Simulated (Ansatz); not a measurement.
# The perfect GaP wire along [111], 14 atoms a period, H-terminated

Aim: is the GaP wire along [111], 14 atoms a period, H-terminated a metal or a semiconductor?

Method: DFT PBE, plane waves, PAW; relaxation of a wire's period; PAW set soft_1, in the first sound run; inputs show where later runs differ, in Ansatz 0.2.0.

### 1. The structure

The cell holds 32 atoms: 7 Ga, 7 P and 18 H. Its edges and angles: a = 13.276 Å, b = 14.137 Å, c = 9.544 Å, α = 90.0°, β = 90.0°, γ = 90.0°. Vacuum lies along a and b. The structure's axis is c.

### 2. The relaxed wire

Band widths follow the bond lengths, so the wire is relaxed first. The atoms and the third cell vector are free; the box across stays fixed as vacuum. A Fermi-Dirac smearing is set since the result may be a metal. The pressure printed is a third of the stress's trace over the whole box, vacuum included; only the stress along the axis is relaxed.

File input.yaml:

```yaml
crystal:
  lattice:
    - [13.276, 0.0, 0.0]
    - [0.0, 14.137, 0.0]
    - [0.0, 0.0, 9.5435999497]
  atoms:
    - { symbol: Ga, position: [0.353273923, 0.425434132, 0.0] }
    - { symbol: Ga, position: [0.50001083, 0.664110805, 0.0] }
    - { symbol: P, position: [0.353273923, 0.425434132, 0.25] }
    - { symbol: P, position: [0.50001083, 0.664110805, 0.25] }
    - { symbol: P, position: [0.646747737, 0.425434132, 0.25] }
    - { symbol: H, position: [0.256101235, 0.637237713, 0.278148008] }
    - { symbol: H, position: [0.50001083, 0.240503643, 0.278148008] }
    - { symbol: H, position: [0.743920425, 0.637237713, 0.278148008] }
    - { symbol: H, position: [0.26532649, 0.377750149, 0.299946212] }
    - { symbol: H, position: [0.50001083, 0.75947877, 0.299946212] }
    - { symbol: H, position: [0.73469517, 0.377750149, 0.299946212] }
    - { symbol: Ga, position: [0.353273923, 0.584551914, 0.333333333] }
    - { symbol: Ga, position: [0.50001083, 0.345875241, 0.333333333] }
    - { symbol: Ga, position: [0.646747737, 0.584551914, 0.333333333] }
    - { symbol: P, position: [0.353273923, 0.584551914, 0.583333333] }
    - { symbol: P, position: [0.50001083, 0.345875241, 0.583333333] }
    - { symbol: P, position: [0.646747737, 0.584551914, 0.583333333] }
    - { symbol: H, position: [0.26532649, 0.536867931, 0.633279545] }
    - { symbol: H, position: [0.353273923, 0.679919879, 0.633279545] }
    - { symbol: H, position: [0.412063398, 0.298191258, 0.633279545] }
    - { symbol: H, position: [0.587958262, 0.298191258, 0.633279545] }
    - { symbol: H, position: [0.646747737, 0.679919879, 0.633279545] }
    - { symbol: H, position: [0.73469517, 0.536867931, 0.633279545] }
    - { symbol: Ga, position: [0.50001083, 0.504993023, 0.666666667] }
    - { symbol: P, position: [0.50001083, 0.504993023, 0.916666667] }
    - { symbol: H, position: [0.256101235, 0.478119931, 0.944814675] }
    - { symbol: H, position: [0.353273923, 0.320062534, 0.944814675] }
    - { symbol: H, position: [0.402838143, 0.716796604, 0.944814675] }
    - { symbol: H, position: [0.597183517, 0.716796604, 0.944814675] }
    - { symbol: H, position: [0.646747737, 0.320062534, 0.944814675] }
    - { symbol: H, position: [0.743920425, 0.478119931, 0.944814675] }
    - { symbol: Ga, position: [0.646747737, 0.425434132, 0.0] }
kpoints:
  mp_grid: { grid: [1, 1, 9] }
scf:
  occupations: { method: fermi_dirac, width: 0.05 }
hamiltonian:
  xc: pbe
  pseudopotentials: { kind: paw, azcp: { folder: soft_1 } }
relax:
  cell: { fix: [a, b, alpha, beta, gamma] }
  max_steps: 45
  f_tol: 0.03
```

Started as:

```bash
ansatz run input.yaml --threads 4 --pin off --max-ram 16384MiB --backend cpu --events-out ev --progress --plain --runs-dir out
```

Numbers of over 12 decimals in the logs are rounded to 6 here.

The log of the run:

```text
Engine: ansatz 0.2.0, aarch64-unknown-linux-gnu
Pseudopotentials: kind: paw
Pseudopotential: Ga, paw, valence charge 13, recommended cutoff 420 eV (normal), soft_1/Ga.paw.azcp
Pseudopotential: P, paw, valence charge 5, recommended cutoff 420 eV (normal), soft_1/P.paw.azcp
Pseudopotential: H, paw, valence charge 1, recommended cutoff 420 eV (normal), soft_1/H.paw.azcp
Functional definition: PBE
  parameter kappa = 0.804
  parameter beta = 0.066725
  exchange = pbe_x(kappa = kappa, mu = beta*pi^2/3)
  correlation = pbe_c(beta = beta)
Crystal: 32 atoms, lattice volume = 1791.170 Å³
Basis set: ecut = 420 eV, 35037 PW (Γ), exchange–correlation on 180×192×128 points (8 copies of the dense FFT grid, shifted against one another)
Bands: 104, of which v1, the nominal top of the filled ones, is band 72 counted from 1 (71 counted from 0)
Symmetry: 2 space group operations
Space group: Pm (ITA 6), of the structure as read, at distance tolerance 1.2e-4 Å
k-points: 5 of 9 (time reversal used)
Non-local potential: Ga, projectors of the file, l = 0: 2, l = 1: 2, l = 2: 3, l = 3: 1
Non-local potential: P, projectors of the file, l = 0: 2, l = 1: 2, l = 2: 1
Non-local potential: H, projectors of the file, l = 0: 2, l = 1: 1
PAW form: soft (Blöchl's): semilocal exchange-correlation on the pseudo side does not see the compensation charge
PAW one-centre angular grid: Ga, 590 points (default); XC on 64 Gauss nodes
PAW one-centre angular grid: P, 110 points (default); XC on 64 Gauss nodes
PAW one-centre angular grid: H, 110 points (default); XC on 64 Gauss nodes
Initial density: superposition of atomic densities (neutral atoms: chi_scale 0, normalization atom)
Initial wavefunctions: pseudopotential atomic-orbital guess
Functional: x = pbe(κ = 0.804, μ = 0.219515), c = pbe(β = 0.066725)
SCF iter   1: F=—  HF=-32063.845407 eV  |F-HF|=—  |Δ(HF+E_count)|=         —  Δρ=3.39e-2  dr2=2.05e1  ethr=3.10e-3  ⟨swp⟩=9.0  Hψ=2925  notcnv=0  defer=25
preconditioner: auto → Resta (q_TF=auto, 1.792 Å⁻¹)  ε∞=1.6  [insulator: Δε(μ)=4.044 eV  Ē_g=13.972 eV  σ=0.050 eV  W_gap=1.00  n_scr=170 (ndim 8)  ℏωp=10.5 eV  f_vac=0.636  D(μ)=0.00/eV (n_scr^D=0)  ε∞_Penn≈1.6  vacuum switching on, ρ_ref=1.4e-2 e/Å³]
SCF iter   2: F=—  HF=-32057.987203 eV  |F-HF|=—  |Δ(HF+E_count)|=    5.86e0  Δρ=1.48e-2  dr2=3.41e0  ethr=3.10e-3  ⟨swp⟩=3.4  Hψ=1007  notcnv=0  defer=131
SCF iter   3: F=—  HF=-32057.211144 eV  |F-HF|=—  |Δ(HF+E_count)|=   7.76e-1  Δρ=3.70e-3  dr2=5.13e-1  ethr=2.37e-3  ⟨swp⟩=3.2  Hψ=1276  notcnv=0  defer=139
SCF iter   4: F=—  HF=-32057.036107 eV  |F-HF|=—  |Δ(HF+E_count)|=   1.75e-1  Δρ=1.36e-3  dr2=2.02e-2  ethr=3.56e-4  ⟨swp⟩=3.8  Hψ=796  notcnv=0  defer=139
SCF iter   5: F=—  HF=-32057.038337 eV  |F-HF|=—  |Δ(HF+E_count)|=   2.23e-3  Δρ=3.75e-4  dr2=2.10e-3  ethr=1.40e-5  ⟨swp⟩=2.0  Hψ=972  notcnv=0  defer=139
SCF iter   6: F=—  HF=-32057.038337 eV  |F-HF|=—  |Δ(HF+E_count)|=   8.62e-8  Δρ=1.29e-4  dr2=2.15e-4  ethr=1.46e-6  ⟨swp⟩=2.0  Hψ=741  notcnv=0  defer=139
SCF iter   7: F=—  HF=-32057.038462 eV  |F-HF|=—  |Δ(HF+E_count)|=   1.25e-4  Δρ=4.23e-5  dr2=3.76e-5  ethr=1.49e-7  ⟨swp⟩=2.0  Hψ=741  notcnv=0  defer=139
SCF iter   8: F=—  HF=-32057.038552 eV  |F-HF|=—  |Δ(HF+E_count)|=   8.98e-5  Δρ=1.39e-5  dr2=3.10e-6  ethr=2.61e-8  ⟨swp⟩=2.0  Hψ=641  notcnv=0  defer=139
SCF iter   9: F=—  HF=-32057.038554 eV  |F-HF|=—  |Δ(HF+E_count)|=   1.82e-6  Δρ=4.69e-6  dr2=5.13e-7  ethr=2.15e-9  ⟨swp⟩=2.0  Hψ=716  notcnv=0  defer=139
SCF iter  10: F=-32057.038554 eV  HF=-32057.038554 eV  |F-HF|=4.28e-9  |Δ(HF+E_count)|=   4.34e-7  Δρ=1.72e-6  dr2=8.26e-8  ethr=6.94e-11  ⟨swp⟩=6.0  Hψ=2007  notcnv=0
SCF 1 converged in 10 iterations: F = -32057.038554 eV  dr2 = 8.26e-8
  greatest PAW one-centre occupation: 0.994 electrons in one spin orbital (limit 2), on the Ga atom at site 23 (counted from 0), in its partial waves of l = 2
relax step   1: F+E_penalty+E_count = -32057.03855440 eV  Δ(F+E_penalty+E_count) = +0.000e0 eV  max|allowed force component| = 1.581e0 eV/Å  Δτ_max = 0.0000 Å  P = -0.158 GPa  Ω = 1791.170 Å³  fix = [a, b, alpha, beta, gamma]  reactions: a -0.253, b -0.256 GPa; alpha -0.002 GPa/rad  (10 SCF iters, dr2 threshold 1.00e-7 eV, accepted)
Crystal: 32 atoms, lattice volume = 1787.339 Å³
Basis set: ecut = 420 eV, 34977 PW (Γ), exchange–correlation on 180×192×128 points (8 copies of the dense FFT grid, shifted against one another)
Initial density: handed on by an earlier stage of this run
Initial wavefunctions: those handed on with the density
iter 1 solved again at ethr=4.48e-4 eV; its pass at ethr=3.10e-3 eV (dr2=6.44e-1 eV) is discarded
SCF iter   1: F=—  HF=-32058.197981 eV  |F-HF|=—  |Δ(HF+E_count)|=         —  Δρ=8.05e-3  dr2=6.64e-1  ethr=4.48e-4  ⟨swp⟩=4.8  Hψ=2763  notcnv=0
preconditioner: auto → Resta (q_TF=auto, 1.793 Å⁻¹)  ε∞=1.6  [insulator: Δε(μ)=3.486 eV  Ē_g=13.742 eV  σ=0.050 eV  W_gap=1.00  n_scr=170 (ndim 8)  ℏωp=10.5 eV  f_vac=0.684  D(μ)=0.00/eV (n_scr^D=0)  ε∞_Penn≈1.6  vacuum switching on, ρ_ref=1.4e-2 e/Å³]
SCF iter   2: F=—  HF=-32058.064686 eV  |F-HF|=—  |Δ(HF+E_count)|=   1.33e-1  Δρ=3.83e-3  dr2=1.08e-1  ethr=4.48e-4  ⟨swp⟩=3.8  Hψ=1031  notcnv=0
SCF iter   3: F=—  HF=-32058.062177 eV  |F-HF|=—  |Δ(HF+E_count)|=   2.51e-3  Δρ=8.44e-4  dr2=1.35e-2  ethr=7.53e-5  ⟨swp⟩=2.2  Hψ=997  notcnv=0  defer=124
SCF iter   4: F=—  HF=-32058.059935 eV  |F-HF|=—  |Δ(HF+E_count)|=   2.24e-3  Δρ=2.07e-4  dr2=7.28e-4  ethr=9.37e-6  ⟨swp⟩=2.0  Hψ=756  notcnv=0  defer=124
SCF iter   5: F=—  HF=-32058.060207 eV  |F-HF|=—  |Δ(HF+E_count)|=   2.71e-4  Δρ=5.20e-5  dr2=4.70e-5  ethr=5.06e-7  ⟨swp⟩=2.0  Hψ=756  notcnv=0  defer=124
SCF iter   6: F=—  HF=-32058.060221 eV  |F-HF|=—  |Δ(HF+E_count)|=   1.42e-5  Δρ=2.46e-5  dr2=1.13e-5  ethr=3.26e-8  ⟨swp⟩=2.0  Hψ=756  notcnv=0  defer=124
SCF iter   7: F=-32058.060219 eV  HF=-32058.060219 eV  |F-HF|=1.24e-7  |Δ(HF+E_count)|=   2.15e-6  Δρ=5.69e-6  dr2=6.00e-7  ethr=2.22e-9  ⟨swp⟩=5.8  Hψ=1989  notcnv=0
SCF 2 converged in 7 iterations: F = -32058.060219 eV  dr2 = 6.00e-7
  greatest PAW one-centre occupation: 0.995 electrons in one spin orbital (limit 2), on the Ga atom at site 23 (counted from 0), in its partial waves of l = 2
relax step   2: F+E_penalty+E_count = -32058.06021857 eV  Δ(F+E_penalty+E_count) = -1.022e0 eV  max|allowed force component| = 3.870e-1 eV/Å  Δτ_max = 0.1994 Å  P = -0.113 GPa  Ω = 1787.339 Å³  energy of the carried Pulay correction = +4.582e-4 eV  fix = [a, b, alpha, beta, gamma]  reactions: a -0.166, b -0.170 GPa; alpha -0.001 GPa/rad  (7 SCF iters, dr2 threshold 3.20e-6 eV, accepted)
[...]
Initial wavefunctions: pseudopotential atomic-orbital guess (no wavefunctions were taken with the density)
iter 1 solved again at ethr=3.71e-6 eV; its pass at ethr=3.10e-3 eV (dr2=5.34e-3 eV) is discarded
SCF iter   1: F=—  HF=-32058.139468 eV  |F-HF|=—  |Δ(HF+E_count)|=         —  Δρ=5.64e-6  dr2=3.46e-7  ethr=3.71e-6  ⟨swp⟩=5.2  Hψ=4651  notcnv=0
eigensolver tolerance schedule: the retry pair's looser diagonalisation over-reported the residual by 15412.88 of it (diagonalisation noise at an unbounded share of the residual, at the tolerance the schedule requests for it); recorded, not acted on — ethr = c·dr2/N_el stays at c = 1.0e-1
preconditioner: auto → Resta (q_TF=auto, 1.793 Å⁻¹)  ε∞=1.6  [insulator: Δε(μ)=3.675 eV  Ē_g=13.823 eV  σ=0.050 eV  W_gap=1.00  n_scr=170 (ndim 8)  ℏωp=10.5 eV  f_vac=0.684  D(μ)=0.00/eV (n_scr^D=0)  ε∞_Penn≈1.6  vacuum switching on, ρ_ref=1.4e-2 e/Å³]
SCF iter   2: F=—  HF=-32058.139661 eV  |F-HF|=—  |Δ(HF+E_count)|=   1.93e-4  Δρ=2.79e-6  dr2=7.50e-8  ethr=2.40e-10  ⟨swp⟩=4.0  Hψ=1336  notcnv=0
SCF iter   3: F=—  HF=-32058.139661 eV  |F-HF|=—  |Δ(HF+E_count)|=   1.17e-8  Δρ=1.52e-6  dr2=1.49e-8  ethr=5.21e-11  ⟨swp⟩=2.0  Hψ=874  notcnv=0
SCF iter   4: F=—  HF=-32058.139661 eV  |F-HF|=—  |Δ(HF+E_count)|=   2.36e-8  Δρ=2.92e-7  dr2=2.42e-9  ethr=1.03e-11  ⟨swp⟩=3.0  Hψ=880  notcnv=0
SCF iter   5: F=-32058.139661 eV  HF=-32058.139661 eV  |F-HF|=1.02e-10  |Δ(HF+E_count)|=  1.42e-10  Δρ=9.88e-8  dr2=1.89e-10  ethr=1.00e-12  ⟨swp⟩=4.0  Hψ=2228  notcnv=0
SCF 7 converged in 5 iterations: F = -32058.139661 eV  dr2 = 1.89e-10
relax step   7: F+E_penalty+E_count = -32058.13966122 eV  Δ(F+E_penalty+E_count) = +5.581e-4 eV  max|allowed force component| = 1.020e-2 eV/Å  Δτ_max = 0.0000 Å  P = +0.006 GPa  Ω = 1786.828 Å³  fix = [a, b, alpha, beta, gamma]  reactions: a +0.010, b +0.006 GPa; alpha -0.001 GPa/rad  stress off target by 2.73e-3 GPa on what of the cell is left free  SCF on the basis re-selected at this cell (its energy is not comparable with the rows above)  (5 SCF iters)
basis re-selected at this cell: Δ(F+E_penalty+E_count) = +5.581e-4 eV, ΔP = +0.000 GPa vs the last step (what re-selecting the basis moved, of the pressure what is left beyond the Pulay correction that the steps carried, after the strain that the cell walked since its last selection, with what the two solves' SCF thresholds leave and, on support functions, any second-order correction that the steps lacked; it is no m [...]
SCF converged after 5 iterations
Free energy (F): -32058.139661 eV
Harris-Foulkes:  -32058.139661 eV  (|F-HF|=1.02e-10)
Internal energy: -32058.139661 eV  (E = F + TS)
E sigma→0 (E₀):  -32058.139661 eV
Fermi energy:    -2.061248 eV
--- Per-component energies (eV) ---
  E_band       = -1769.519855
  E_kinetic    = 1494.321122
  E_local      = -41777.690253  (includes V_loc(G=0)·N_el)
  E_nonlocal   = -411.912765
  E_hartree    = 21430.308918
  E_xc         = -1106.498521
  E_vxc        = -1014.960639  (∫ρ·V_xc dr)
  E_paw        = -17859.865839  (= ΣΔE_a)
  E_vpaw       = -2919.877944  (= ΣTr[D̂ρ^β])
  E_aug_tail   = -0.018745  (compensation charges beyond the density's cutoff)
  E_ewald      = 6173.216421
  E_smearing   = -0.000000  (= −TS)
  E_closure    = 0.000000  (closes the sum)
  Σ components = -32058.139661   (vs F -32058.139661, Δ=0.00e0)
--- Forces (eV/Å), atoms counted from 1 ---
  atom   1  Ga     0.00340336     0.00188226     0.00464815
  atom   2  Ga     0.00000000    -0.00385444     0.00475265
  atom   3  P     -0.00146422    -0.00075751    -0.01002046
  atom   4  P      0.00000000     0.00171216    -0.01020456
  atom   5  P      0.00146422    -0.00075751    -0.01002046
  atom   6  H      0.00088812    -0.00051122     0.00135885
  atom   7  H      0.00000000     0.00103407     0.00131151
  atom   8  H     -0.00088812    -0.00051122     0.00135885
  atom   9  H     -0.00333987    -0.00191895     0.00127952
  atom  10  H      0.00000000     0.00383631     0.00122527
  atom  11  H      0.00333987    -0.00191895     0.00127952
  atom  12  Ga    -0.00057302     0.00020116     0.00104554
  atom  13  Ga     0.00000000    -0.00057226     0.00081919
  atom  14  Ga     0.00057302     0.00020116     0.00104554
  atom  15  P      0.00586148    -0.00343956    -0.00256894
  atom  16  P      0.00000000     0.00713786    -0.00238186
  atom  17  P     -0.00586148    -0.00343956    -0.00256894
  atom  18  H     -0.00418163    -0.00291962     0.00148902
  atom  19  H      0.00064779     0.00507070     0.00155681
  atom  20  H     -0.00469987    -0.00213756     0.00152251
  atom  21  H      0.00469987    -0.00213756     0.00152251
  atom  22  H     -0.00064779     0.00507070     0.00155681
  atom  23  H      0.00418163    -0.00291962     0.00148902
  atom  24  Ga     0.00000000    -0.00013430     0.00597742
  atom  25  P      0.00000000     0.00010969    -0.00942290
  atom  26  H     -0.00399839     0.00058023     0.00116736
  atom  27  H     -0.00128422    -0.00378703     0.00126997
  atom  28  H     -0.00259392     0.00310278     0.00121301
  atom  29  H      0.00259392     0.00310278     0.00121301
  atom  30  H      0.00128422    -0.00378703     0.00126997
  atom  31  H      0.00399839     0.00058023     0.00116736
  atom  32  Ga    -0.00340336     0.00188226     0.00464815
  max |Σ_I F_I| component: 6.30e-7 eV/Å
--- Stress (GPa, compression-positive) ---
        0.010010       0.000000       0.000000
        0.000000       0.005690       0.000574
        0.000000       0.000574       0.002731
  P = ⅓ Tr σ = 0.0061 GPa (0.061 kbar)
--- Relaxed structure (6 steps of the walk, 6 accepted, 1 SCFs on fresh bases) ---
  F+E_penalty+E_count = -32058.13966122 eV   max|allowed force component| = 1.020e-2 eV/Å   (the final SCF, on the basis selected at the relaxed cell)
  cell:  # Å, volume = 1786.8278 Å³
    - [13.276, 0.0, 0.0]
    - [0.0, 14.137, 0]
    - [0.0, 0, 9.520466]
  atoms:
    - { symbol: Ga, position: [0.346529, 0.421718, -0.011413] }
    - { symbol: Ga, position: [0.50001083, 0.671423, -0.011425] }
    - { symbol: P, position: [0.359279, 0.428696, 0.243926] }
    - { symbol: P, position: [0.50001083, 0.657640, 0.243903] }
    - { symbol: P, position: [0.640742, 0.428696, 0.243926] }
    - { symbol: H, position: [0.249253, 0.640904, 0.285054] }
    - { symbol: H, position: [0.50001083, 0.233102, 0.285139] }
    - { symbol: H, position: [0.750768, 0.640904, 0.285054] }
    - { symbol: H, position: [0.273771, 0.382336, 0.302423] }
    - { symbol: H, position: [0.50001083, 0.750378, 0.302335] }
    - { symbol: H, position: [0.726250, 0.382336, 0.302423] }
    - { symbol: Ga, position: [0.348248, 0.587318, 0.322803] }
    - { symbol: Ga, position: [0.50001083, 0.340437, 0.322851] }
    - { symbol: Ga, position: [0.651773, 0.587318, 0.322803] }
    - { symbol: P, position: [0.361104, 0.580358, 0.578042] }
    - { symbol: P, position: [0.50001083, 0.354402, 0.578060] }
    - { symbol: P, position: [0.638917, 0.580358, 0.578042] }
    - { symbol: H, position: [0.272599, 0.540838, 0.637944] }
    - { symbol: H, position: [0.353298, 0.672116, 0.637884] }
    - { symbol: H, position: [0.419306, 0.302180, 0.637944] }
    - { symbol: H, position: [0.580716, 0.302180, 0.637944] }
    - { symbol: H, position: [0.646724, 0.672116, 0.637884] }
    - { symbol: H, position: [0.727423, 0.540838, 0.637944] }
    - { symbol: Ga, position: [0.50001083, 0.505051, 0.694510] }
    - { symbol: P, position: [0.50001083, 0.504953, 0.936098] }
    - { symbol: H, position: [0.253441, 0.483136, 0.944209] }
    - { symbol: H, position: [0.356693, 0.315264, 0.944347] }
    - { symbol: H, position: [0.396778, 0.716332, 0.944192] }
    - { symbol: H, position: [0.603244, 0.716332, 0.944192] }
    - { symbol: H, position: [0.643329, 0.315264, 0.944347] }
    - { symbol: H, position: [0.746581, 0.483136, 0.944209] }
    - { symbol: Ga, position: [0.653492, 0.421718, -0.011413] }
```

The job ended after 2.9 min (4 threads of Arm Neoverse V1, shared host; peak memory 3.5 GiB; 11 min of CPU time).

The steps of the relaxation:

```
step  energy less that of the first step (eV)  largest force component (eV/Å)  pressure (GPa)  volume (Å³)
   1                                   0.0000                          1.5806           -0.16      1791.17
   2                                  -1.0217                          0.3870           -0.11      1787.34
   3                                  -1.0899                          0.1725           -0.03      1785.02
   4                                  -1.0991                          0.0770            0.00      1785.50
   5                                  -1.1000                          0.0886            0.01      1785.63
   6                                  -1.1017                          0.0102            0.01      1786.83
  7*                                  -1.1011                          0.0102            0.01      1786.83
```

Relaxation steps marked * repeat the geometry before them on a plane-wave basis chosen anew for their cell, so energy and pressure can jump there.

The run keeps the 2 symmetry operations that it works with, so distortions that break them were not tested.

```
cell as run  before  after  change
      c (Å)   9.544  9.520  -0.2 %
```

The atoms that moved most (Å, along periodic axes as changes of fractional coordinates times the final cell, across vacuum about the mean position):

| atom | dx | dy | dz | length |
| --- | --- | --- | --- | --- |
| Ga24 | 0.000 | 0.001 | 0.265 | 0.265 |
| P25 | 0.000 | -0.001 | 0.185 | 0.185 |
| Ga32 | 0.090 | -0.053 | -0.109 | 0.150 |
| Ga1 | -0.090 | -0.053 | -0.109 | 0.150 |
| Ga2 | 0.000 | 0.103 | -0.109 | 0.150 |
| H11 | -0.112 | 0.065 | 0.024 | 0.132 |
| H9 | 0.112 | 0.065 | 0.024 | 0.132 |
| H10 | 0.000 | -0.129 | 0.023 | 0.131 |

This step gave:

| Quantity | Value |
| --- | --- |
| cell length along the wire | 9.520 Å |

The cell's length comes to 9.520 Å with spin left out.

(Part 1 of 2 ends here.)

[Logs are printed without paths, hosts, clocks, repeated set-up lines and the standing remarks that a program may print on its own settings, such as how far it seeks lower states.]

[Hosts, paths, dates, database ids (printed as entryN), source tags and the programs' standing remarks are cut or masked in the printed files.]
